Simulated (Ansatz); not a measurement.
## A failed many-body run on WS2 (Tungstenite)

What is wrong with this input for WS2 (Tungstenite)?

Calculated with Ansatz 0.2.0; G0W0 on PBE, plane waves, PAW.

The database entry behind the starting cell differs from later determinations by our own check (an axis about 1.4 % long against later determinations), so it need not match the best structure at ambient conditions.

## (1) The starting structure

It takes space group P6_3/mmc (No. 194, hexagonal). Conventional cell: a = 3.180 Å, b = 3.180 Å, c = 12.500 Å, α = 90.00°, β = 90.00°, γ = 120.00°. W has 6 S at 2.41 Å nearest. Nearest to S lie 3 W at 2.41 Å. Farther neighbours and most contacts between anions are not listed.

As a file:

```cif
data_structure
_symmetry_space_group_name_H-M 'P6_3/mmc'
_symmetry_Int_Tables_number 194
_cell_length_a 3.1800
_cell_length_b 3.1800
_cell_length_c 12.5000
_cell_angle_alpha 90.000
_cell_angle_beta 90.000
_cell_angle_gamma 120.000
_cell_volume 109.47
loop_
_atom_site_label
_atom_site_type_symbol
_atom_site_symmetry_multiplicity
_atom_site_Wyckoff_symbol
_atom_site_fract_x
_atom_site_fract_y
_atom_site_fract_z
_atom_site_occupancy
W1 W 2 c 0.33333 0.66667 0.25000 1
S1 S 4 f 0.33333 0.66667 0.62500 1
```

The cell and positions come from the Crystallography Open Database and are kept as given unless a step says otherwise. Spin-orbit coupling is left out unless a step names it. The default PAW set here is soft_2. Its files were made with PBE.

## (2) First try

Input file input.yaml:

```yaml
crystal:
  lattice:
    - [3.18, 0.0, 0.0]
    - [-1.59, 2.753960784, 0.0]
    - [0.0, 0.0, 12.5]
  atoms:
    - { symbol: W, position: [0.3333333333, 0.6666666667, 0.25] }
    - { symbol: W, position: [0.6666666667, 0.3333333333, 0.75] }
    - { symbol: S, position: [0.3333333333, 0.6666666667, 0.625] }
    - { symbol: S, position: [0.6666666667, 0.3333333333, 0.125] }
    - { symbol: S, position: [0.3333333333, 0.6666666667, 0.875] }
    - { symbol: S, position: [0.6666666667, 0.3333333333, 0.375] }
kpoints:
  mp_grid: { grid: [1, 1, 1] }
hamiltonian:
  xc: pbe
scf:
  occupations: { method: fixed }
gw:
  n_empty_bands: 177
  ecut_chi: 80
  qp_bands: [v2, c2]
  qp_kpoints: band_edges
  screening: { model: contour_deformation }
```

The run is started by

```console
$ ansatz run input.yaml --threads 3 --pin off --max-ram 64512MiB --backend cuda --events-out ev --progress --plain --runs-dir out --devices 1 --max-vram 24GiB  # rebuilt from the run's record
```

Numbers of over 12 decimals in the logs are rounded to 6 here.

What it wrote:

```text
GPUs: using 1 of 1 available (devices: 1).
Engine: ansatz 0.2.0, x86_64-unknown-linux-gnu
Pseudopotentials: kind: paw
Pseudopotential: W, paw, valence charge 14, recommended cutoff 420 eV (normal), W.paw.azcp
Pseudopotential: S, paw, valence charge 6, recommended cutoff 420 eV (normal), S.paw.azcp
Functional definition: PBE
  parameter kappa = 0.804
  parameter beta = 0.066725
  exchange = pbe_x(kappa = kappa, mu = beta*pi^2/3)
  correlation = pbe_c(beta = beta)
device memory: the entry about to start is reckoned to put 0.7 GiB on a device that reports 69.9 GiB free (of which the cap on the GPU budget leaves the run 24.0 GiB)
GPU FFT provider: cuFFT
GPU libraries: cuBLAS 13.8.2, cuFFT 12.4.0, cuSOLVER 12.3.4
Crystal: 6 atoms, lattice volume = 109.470 Å³
Basis set: ecut = 420 eV, 2129 PW (Γ)
Bands: 32, of which v1, the nominal top of the filled ones, is band 26 counted from 1 (25 counted from 0)
Symmetry: 24 space group operations
Space group: P63/mmc (ITA 194), of the structure as read, at distance tolerance 4.8e-5 Å
k-points: 1
Non-local potential: W, projectors of the file, l = 0: 3, l = 1: 2, l = 2: 2, l = 3: 1
Non-local potential: S, projectors of the file, l = 0: 2, l = 1: 2, l = 2: 2
PAW form: soft (Blöchl's): semilocal exchange-correlation on the pseudo side does not see the compensation charge
PAW one-centre angular grid: W, 590 points (default); XC on 64 Gauss nodes
PAW one-centre angular grid: S, 110 points (default); XC on 64 Gauss nodes
Initial density: superposition of atomic densities (neutral atoms: chi_scale 0, normalization atom), corrected by the library's trained network
Initial wavefunctions: pseudopotential atomic-orbital guess
GPU buffer pool allocated for 51840 grid points (all kernels)
GPU transforms: local potential and band sums: pruned to the plane-wave sphere, on 24×24×81
Functional: x = pbe(κ = 0.804, μ = 0.219515), c = pbe(β = 0.066725)
SCF iter   1: F=—  HF=-24368.670148 eV  |F-HF|=—  |Δ(HF+E_count)|=         —  Δρ=9.80e-2  dr2=2.67e1  ethr=1.77e-3  ⟨swp⟩=5.0  Hψ=130  notcnv=0
preconditioner: auto → Resta (q_TF=auto, 2.410 Å⁻¹)  ε∞=8.2  [insulator: Δε(μ)=2.246 eV  Ē_g=7.948 eV  n_scr=26 (ndim 8)  ℏωp=21.3 eV  f_vac=0.025  ε∞_Penn≈8.2]
SCF iter   2: F=—  HF=-24365.983753 eV  |F-HF|=—  |Δ(HF+E_count)|=    2.69e0  Δρ=5.67e-2  dr2=5.47e0  ethr=1.77e-3  ⟨swp⟩=4.0  Hψ=81  notcnv=0
SCF iter   3: F=—  HF=-24365.298564 eV  |F-HF|=—  |Δ(HF+E_count)|=   6.85e-1  Δρ=2.52e-2  dr2=6.64e-1  ethr=1.77e-3  ⟨swp⟩=3.0  Hψ=64  notcnv=0
SCF iter   4: F=—  HF=-24365.296149 eV  |F-HF|=—  |Δ(HF+E_count)|=   2.42e-3  Δρ=5.05e-3  dr2=4.01e-2  ethr=1.28e-3  ⟨swp⟩=2.0  Hψ=56  notcnv=0
SCF iter   5: F=—  HF=-24365.299880 eV  |F-HF|=—  |Δ(HF+E_count)|=   3.73e-3  Δρ=1.87e-3  dr2=1.03e-2  ethr=7.71e-5  ⟨swp⟩=2.0  Hψ=48  notcnv=0  defer=4
SCF iter   6: F=—  HF=-24365.301150 eV  |F-HF|=—  |Δ(HF+E_count)|=   1.27e-3  Δρ=7.02e-4  dr2=1.65e-3  ethr=1.99e-5  ⟨swp⟩=2.0  Hψ=36  notcnv=0  defer=4
SCF iter   7: F=—  HF=-24365.301229 eV  |F-HF|=—  |Δ(HF+E_count)|=   8.00e-5  Δρ=1.69e-4  dr2=8.01e-5  ethr=3.18e-6  ⟨swp⟩=2.0  Hψ=43  notcnv=0  defer=4
SCF iter   8: F=—  HF=-24365.301229 eV  |F-HF|=—  |Δ(HF+E_count)|=   2.29e-7  Δρ=3.69e-5  dr2=1.66e-6  ethr=1.54e-7  ⟨swp⟩=2.0  Hψ=46  notcnv=0
SCF iter   9: F=-24365.301229 eV  HF=-24365.301229 eV  |F-HF|=2.78e-9  |Δ(HF+E_count)|=   1.05e-7  Δρ=5.46e-6  dr2=4.12e-8  ethr=1.92e-10  ⟨swp⟩=3.0  Hψ=115  notcnv=0
SCF 1 converged in 9 iterations: F = -24365.301229 eV  dr2 = 4.12e-8
[...]
device memory: the entry about to start is reckoned to put 0.8 GiB on a device that reports 69.9 GiB free (of which the cap on the GPU budget leaves the run 24.0 GiB)
NSCF: frozen V_eff on 1 k-points
[...]
device memory: the entry about to start is reckoned to put 1.4 GiB on a device that reports 69.9 GiB free (of which the cap on the GPU budget leaves the run 24.0 GiB)
NSCF: frozen V_eff on 1 k-points
G₀W₀ screening: q 1/1
G₀W₀ self-energy: k 1/1
device memory: the entry about to start is reckoned to put 0.5 GiB on a device that reports 73.2 GiB free (of which the cap on the GPU budget leaves the run 24.0 GiB)
NSCF: frozen V_eff on 1 k-points
device memory: the entry about to start is reckoned to put 0.5 GiB on a device that reports 73.2 GiB free (of which the cap on the GPU budget leaves the run 24.0 GiB)
NSCF: frozen V_eff on 1 k-points
device memory: the entry about to start is reckoned to put 0.5 GiB on a device that reports 73.2 GiB free (of which the cap on the GPU budget leaves the run 24.0 GiB)
NSCF: frozen V_eff on 1 k-points
device memory: the entry about to start is reckoned to put 0.5 GiB on a device that reports 73.8 GiB free (of which the cap on the GPU budget leaves the run 24.0 GiB)
NSCF: frozen V_eff on 1 k-points
device memory: the entry about to start is reckoned to put 0.5 GiB on a device that reports 73.8 GiB free (of which the cap on the GPU budget leaves the run 24.0 GiB)
NSCF: frozen V_eff on 1 k-points
device memory: the entry about to start is reckoned to put 0.5 GiB on a device that reports 73.8 GiB free (of which the cap on the GPU budget leaves the run 24.0 GiB)
NSCF: frozen V_eff on 1 k-points
SCF converged after 9 iterations
Free energy (F): -24365.301229 eV
Harris-Foulkes:  -24365.301229 eV  (|F-HF|=2.78e-9)
Internal energy: -24365.301229 eV  (E = F + TS)
E sigma→0 (E₀):  -24365.301229 eV
Fermi energy:    12.087921 eV
--- Per-component energies (eV) ---
  E_band       = -330.697982
  E_kinetic    = 1372.321905
  E_local      = -3705.904011  (includes V_loc(G=0)·N_el)
  E_nonlocal   = 115.571029
  E_hartree    = 1497.097553
  E_xc         = -927.839924
  E_vxc        = -834.792613  (∫ρ·V_xc dr)
  E_paw        = -19528.784543  (= ΣΔE_a)
  E_vpaw       = -272.099158  (= ΣTr[D̂ρ^β])
  E_aug_tail   = -0.000123  (compensation charges beyond the density's cutoff)
  E_ewald      = -3187.763116
  E_smearing   = -0.000000  (= −TS)
  E_closure    = -0.000000  (closes the sum)
  Σ components = -24365.301229   (vs F -24365.301229, Δ=0.00e0)
--- Band table (eV) ---
  k-point 0: bands = [... 22 lower, 9.5289, 9.9430, 11.0073, 12.0879, 14.0180, 14.0180, 14.0880, 14.0880, ... 2 higher]
--- G₀W₀: contour deformation, 6 samples at zero and on the imaginary axis and 1 off it, 1 q-point, 177 empty bands' worth ---
  eigenvalues of the whole cell's RPA ε∞ on this k-mesh (on a slab, of 1 + 4πα/V) = 4.9087, 27.4785, 27.4785; static W/v taken at q = 0 is 1.121912
  gw.qp_kpoints: band_edges: 1 of 1 stored k-point solved, in 1 pass; an edge of the gap read off the rows below is read off those points alone
    ik  band        ε_KS         Σx   Σc(E_QP)       V_xc       Z   E_QP_lin       E_QP  E_QP is
     0    25     11.0073   -19.0772     2.7903   -16.5333  0.6936    11.2511    11.2537  root
     0    26     12.0879   -19.4012     1.5815   -18.3923  0.7239    12.6511    12.6606  root
     0    27     14.0180   -14.8837    -3.1608   -18.2116  0.7051    14.1862    14.1851  root
     0    28     14.0180   -14.8837    -3.1608   -18.2116  0.7051    14.1862    14.1851  root
```

Wall time 5 s (1 × NVIDIA H100 80GB HBM3 (shared by 3 runs) with 3 threads of AMD EPYC 7R13 (Zen 3), shared host); peak memory 1.1 GiB.

Reading the cycles: dr2 is the Hartree energy of the density residual (eV), the measure of convergence; HF is the Harris–Foulkes estimate of the energy, which meets the free energy F at convergence.

**What went wrong?**

The run ended normally, though the input holds a fault or crude settings.

The fault: G0W0 on a mesh far too coarse. So few points can't sample the density or the screening, and the band edges may lie elsewhere in the zone.

It printed a gap of 1.52 eV, which is an artefact of the settings.

## (3) A better input

G0W0 replaces the xc potential by the self-energy, built once from these orbitals. Only a window of levels is corrected, while the sums run over the empty bands that the input names.

Edit input.yaml of step 2 so:

```diff
@@ -13,3 +13,3 @@
 kpoints:
-  mp_grid: { grid: [1, 1, 1] }
+  mp_grid: { grid: [6, 6, 2] }
 hamiltonian:
@@ -19,4 +19,4 @@
 gw:
-  n_empty_bands: 177
-  ecut_chi: 80
+  n_empty_bands: 402
+  ecut_chi: 138
   qp_bands: [v2, c2]
```

What it wrote:

```text
GPUs: using 1 of 1 available (devices: 1).
[...]
GPU FFT provider: cuFFT
GPU libraries: cuBLAS 13.8.2, cuFFT 12.4.0, cuSOLVER 12.3.4
Crystal: 6 atoms, lattice volume = 109.470 Å³
Basis set: ecut = 420 eV, 2129 PW (Γ)
Bands: 32, of which v1, the nominal top of the filled ones, is band 26 counted from 1 (25 counted from 0)
[... 1 set-up line as in the run before ...]
[...]
k-points: 14 of 72
[...]
GPU buffer pool allocated for 51840 grid points (all kernels)
[...]
SCF iter   1: F=—  HF=-24382.787099 eV  |F-HF|=—  |Δ(HF+E_count)|=         —  Δρ=5.12e-3  dr2=1.66e-2  ethr=1.77e-3  ⟨swp⟩=5.0  Hψ=1822  notcnv=0  defer=33
[...]
SCF iter   6: F=-24382.796141 eV  HF=-24382.796141 eV  |F-HF|=1.17e-8  |Δ(HF+E_count)|=   6.12e-8  Δρ=4.36e-6  dr2=2.76e-8  ethr=1.92e-10  ⟨swp⟩=5.3  Hψ=1391  notcnv=0
SCF 1 converged in 6 iterations: F = -24382.796141 eV  dr2 = 2.76e-8
[...]
0    25     10.1732   -18.1777     0.9223   -16.9538  0.7489     9.8701     9.8716  root
     0    26     11.2650   -19.4389     0.4470   -18.7641  0.7529    11.0367    11.0372  root
     0    27     13.5108   -13.7160    -4.3234   -18.3592  0.7550    13.8324    13.8306  root
     0    28     13.5108   -13.7160    -4.3234   -18.3592  0.7550    13.8324    13.8306  root
     1    25     10.9613   -19.1266     0.6913   -18.1682  0.7533    10.6934    10.6942  root
     1    26     10.9613   -19.1266     0.6913   -18.1682  0.7533    10.6934    10.6942  root
     1    27     13.5077   -13.6700    -4.3118   -18.2965  0.7547    13.8240    13.8223  root
     1    28     13.5077   -13.6700    -4.3118   -18.2965  0.7547    13.8240    13.8223  root
[...]
13    25     10.6075   -18.8759     0.4915   -18.1348  0.7562    10.3573    10.3580  root
    13    26     10.6075   -18.8759     0.4915   -18.1348  0.7562    10.3573    10.3580  root
    13    27     12.4366   -15.7105    -3.8789   -19.8326  0.7542    12.6807    12.6798  root
    13    28     12.4366   -15.7105    -3.8789   -19.8326  0.7542    12.6807    12.6798  root
[key lines of the parts left out:]
SCF converged after 6 iterations
Free energy (F): -24382.796141 eV
Fermi energy:    11.265030 eV
```

Elapsed: 15 s, on 1 × NVIDIA H100 80GB HBM3 (shared by 3 runs) with 3 threads; peak memory 1.7 GiB.

This step gave:

| Quantity | Value |
| --- | --- |
| bands summed | 428 |
| RPA ε∞ on this mesh (eigenvalues) | 5.409, 14.00, 14.00 |
| plane waves in the screening matrix | 365 |
| q-points in the mesh | 72 |
| G0W0 gap on the mesh | 1.437 eV |
| k of the valence top | 0, 0, 0 |
| k of the conduction bottom | 0.1667, 0.1667, 0 |
| starting gap on the mesh | 1.047 eV |
| Z at the valence top | 0.7529 |
| Z at the conduction bottom | 0.7641 |
| least direct G0W0 gap on the computed points | 2.218 eV |

The gap on the mesh goes from 1.05 eV to 1.44 eV, a correction of +0.39 eV. Between the two edge states, bare exchange in place of the xc potential would open the gap by 4.64 eV, and correlation takes back 4.25 eV.

## (4) Outcome

| Quantity | Value |
| --- | --- |
| first try | converged after 5 s |
| better run | G0W0 gap on the mesh 1.44 eV (6×6×2 mesh, 402 empty bands, screening to 138 eV) |

**Reading.** The second run differs in: mesh, empty bands and screening cutoff (eV). Bands and cutoff are finite, so the gap is not at the basis limit. The miss can reach some tenths of an eV and take either sign; the mesh is an error of its own. The many-body steps are scalar-relativistic: spin-orbit coupling is not in them.

[Paths, hosts, dates, memory and timing lines, banners, echoed tables and standing remarks are left out of the program output.]

[Logs are printed without paths, hosts, clocks, repeated set-up lines and the standing remarks that a program may print on its own settings, such as how far it seeks lower states.]

[Runs of the session that timed out or met a known fault of the program may be left out.]

[Cells called generated may have been cut or substituted from an entry of the Crystallography Open Database or the Materials Project.]

[Hosts, paths, dates, database ids (printed as entryN), source tags and the programs' standing remarks are cut or masked in the printed files.]
